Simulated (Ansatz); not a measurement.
# PtC (model cell, started as rocksalt type): a soft mode frozen in, part 3 of 3

Wanted: the energy along a soft mode of PtC (model cell, started as rocksalt type) and the structure at the end.

Ansatz 0.2.0; DFT PBEsol, scalar-relativistic, plane waves, PAW.

So far. Step 4 (The mode frozen in, largest atomic shift 0.22 Å): The run ends at a pressure of 4.46 GPa, with forces up to 0.52 eV/Å. Step 5 (Energy along the mode, all amplitudes (two of the runs …): The lowest of the steps tried is at 0.22 Å, 93.1 meV/atom below the parent; the bottom of the well need not coincide with a step. The relaxed cell has a = 4.668 Å (conventional setting).

The structure was built from a prototype and need not be the compound's stable phase.

## (7) The new phase in its own primitive cell (continued)

Little changed from the start: no atom moved by 0.005 Å and no cell edge by 0.1 %.

Numbers from this step:

| Item | Value |
| --- | --- |
| pressure | 0.005644 GPa |

The forces vanish by symmetry and the pressure is 0.006 GPa, within the tolerances set. The cell now holds 12.72 Å³/atom.

## (8) Modes of the new phase

A relaxed structure may still be a saddle point, so its zone-centre modes are computed. No field response is asked, since the mesh shows no gap.

Input file input.yaml:

```yaml
crystal:
  lattice:
    - [0.0, 2.334189709, 2.334189709]
    - [2.334189709, 0.0, 2.334189709]
    - [2.334189709, 2.334189709, 0.0]
  atoms:
    - { symbol: Pt, position: [0.0, 0.0, 0.0] }
    - { symbol: C, position: [0.25, 0.25, 0.25] }
kpoints:
  mp_grid: { grid: [16, 16, 16] }
hamiltonian:
  xc: pbesol
scf:
  occupations: { method: methfessel_paxton, width: 0.2 }
output:
  eigenvalues: true
phonons:
  method: dfpt
```

The run is started by

```console
ansatz run input.yaml --threads 4 --pin off --max-ram 7168MiB --backend cpu --events-out ev --progress --plain --runs-dir out
```

Numbers of over 12 decimals in the logs are rounded to 6 here.

Output:

```text
zone centre: on kpoints.mp_grid the ground state, and the responses unless they are solved on pairs of k-points, stand on 349 of the mesh's 4096 k-points, reduced under 8 symmetry operations, with k and −k counted as one. Each operation leaves every solved displacement unchanged or reverses it
[...]
Crystal: 2 atoms, lattice volume = 25.435 Å³
Basis set: ecut = 420 eV, 531 PW (Γ), exchange–correlation on 48×48×48 points (8 copies of the dense FFT grid, shifted against one another)
Bands: 15, of which v1, the nominal top of the filled ones, is band 11 counted from 1 (10 counted from 0)
Symmetry: 24 space group operations
k-points: 349 of 4096 (irreducible under 8 space group operations, time reversal used)
[...]
SCF iter   1: F=—  HF=-12628.763646 eV  |F-HF|=—  |Δ(HF+E_count)|=         —  Δρ=1.05e-2  dr2=2.60e-2  ethr=1.77e-3  ⟨swp⟩=4.8  Hψ=23622  notcnv=0
[...]
SCF iter   7: F=-12628.755371 eV  HF=-12628.755371 eV  |F-HF|=1.82e-12  |Δ(HF+E_count)|=  1.82e-12  S|Δr|=    0.00e0  Δρ=5.62e-8  dr2=3.64e-13  ethr=1.00e-12  ⟨swp⟩=5.7  Hψ=21648  notcnv=0
SCF 1 converged in 7 iterations: F = -12628.755371 eV  dr2 = 3.64e-13
[...]
DFPT response loops at Γ: preconditioner auto → Kerker (q_TF=auto, 2.663 Å⁻¹) (partly filled bands, converged f_vac=0.001); β = 1.00, the filter's whole step (`scf.mixing.beta` (0.50) is not read by the response loops under this deck's `scf.mixing.preconditioner`; to damp them name `kerker` or `kerker_dos`, under which they read `scf.mixing.beta`, and type it under 1.00, their step now; both keys bind the ground state too); Broyden in place of MSR1
SCF converged after 7 iterations
[...]
Free energy (F): -12628.755371 eV
[...]
Internal energy: -12628.756219 eV  (E = F + TS)
E sigma→0 (E₀):  -12628.755583 eV
Entropy (-TS):   0.000848 eV (0.424 meV/atom)
Fermi energy:    16.889388 eV
[...]
--- Band table (eV; the first three rows and the last of 349) ---
  k-point 0: bands = [... 7 lower, 9.3075, 12.8425, 12.8425, 19.6998, 21.6476, 21.6476, 21.6476, 29.2622]
  k-point 1: bands = [... 7 lower, 9.3409, 12.8265, 12.8265, 19.8256, 21.4711, 21.6017, 21.6017, 28.7047]
  k-point 2: bands = [... 7 lower, 9.4336, 12.7913, 12.7913, 20.0419, 21.0866, 21.4516, 21.4516, 27.5795]
  k-point 348: bands = [... 7 lower, 11.1323, 12.9102, 13.7744, 14.2532, 16.0383, 18.0664, 26.3778, 27.2635]
--- Phonons (Γ-DFPT): 2 representative perturbations + reference, on 349 of 4096 k-points (Σ response iterations 7) ---
  k mesh reduced under 8 symmetry operations, with k and −k counted as one. Each operation leaves every solved displacement unchanged or reverses it
  ASR residual: 1.173e-5 → 0.000e0 eV/Å²; symmetrization residual: 1.851e-6 eV/Å²
  ASR residual per site (eV/Å²): 1.17e-5 8.01e-6
  Γ frequencies (cm⁻¹): 0.00 0.00 0.00 575.72 575.72 575.72
  non-analytic LO–TO correction: not included (Born effective charges unavailable; polar crystals: no LO–TO splitting at Γ)
```

Wall time 8.8 s (4 threads of Arm Neoverse V2, shared host); peak memory 0.63 GiB.

This step gave:

* sum-rule residual before enforcement: 1.17e-5 eV/Å²
* point group: -43m
* highest optical mode at the zone centre (no LO-TO term): 575.7 cm⁻¹
* lowest optical zone-centre mode: 575.7 cm⁻¹

Patterns of degenerate modes are one choice out of their space. The modes at Γ (shares of kinetic energy by element, %):

| mode | frequency (cm⁻¹) | symmetry | Pt % | C % |
| --- | --- | --- | --- | --- |
| 1 | 0.0 | acoustic | 94 | 6 |
| 2 | 0.0 | acoustic | 94 | 6 |
| 3 | 0.0 | acoustic | 94 | 6 |
| 4 | 575.7 | T2 | 6 | 94 |
| 5 | 575.7 | T2 | 6 | 94 |
| 6 | 575.7 | T2 | 6 | 94 |

Displacements in mode 4 (575.7 cm⁻¹), the largest set to 1:
```
Pt1 -0.06  0.00  0.00
C2   1.00  0.00  0.00
```

Before it was imposed, the acoustic sum rule was missed by 1.2e-5 eV/Å². Small misses are needed for a sound result but don't prove that mesh and cutoff are converged. The lowest optical mode is real, 576 cm⁻¹.

## (9) Outcome

```
unstable mode of the parent                                                      : q = (0, 0, 0), 544i cm⁻¹
depth at the lowest point sampled                                                : 93.1 meV/atom
largest atomic shift at that point                                               : 0.22 Å
space group reached (within 0.01 Å)                                              : F-43m
energy gained over the parent (first relaxation, on the mesh of the frozen mode) : 527 meV/atom
volume per atom, phase reached                                                   : 12.7 Å³
lowest optical zone-centre mode, phase reached                                   : 576 cm⁻¹
highest optical mode at the zone centre (no LO-TO term), phase reached           : 576 cm⁻¹
```

What this shows: Along this mode the structure falls into F-43m, 527 meV/atom below the parent. At the parent's cell the well is 93.12 meV/atom deep on the steps tried, with its lowest point at a shift of 0.22 Å. Relaxing atoms and cell changes the gain by +434.22 meV/atom against the lowest step (energies at zero smearing). Most of the total comes from this relaxation. The new phase has no imaginary mode at the zone centre of its cell; other wavevectors were not checked. Of the 6 patterns followed to their end from this parent, this one reaches the lowest energy. Each path keeps the symmetry of its pattern, so a lower phase may lie along a pattern not tried. With no gap, or one that is small against the smearing, the frequencies hang on the k mesh and the smearing, most of all near Kohn anomalies. Spin-orbit coupling is left out, which can matter for the heavy elements here. The starting cell was built on a prototype and not taken from a measurement, so the phase need not exist.

[Logs are printed without paths, hosts, clocks, repeated set-up lines and the standing remarks that a program may print on its own settings, such as how far it seeks lower states.]

[Hosts, paths, dates, database ids (printed as entryN), source tags and the programs' standing remarks are cut or masked in the printed files.]
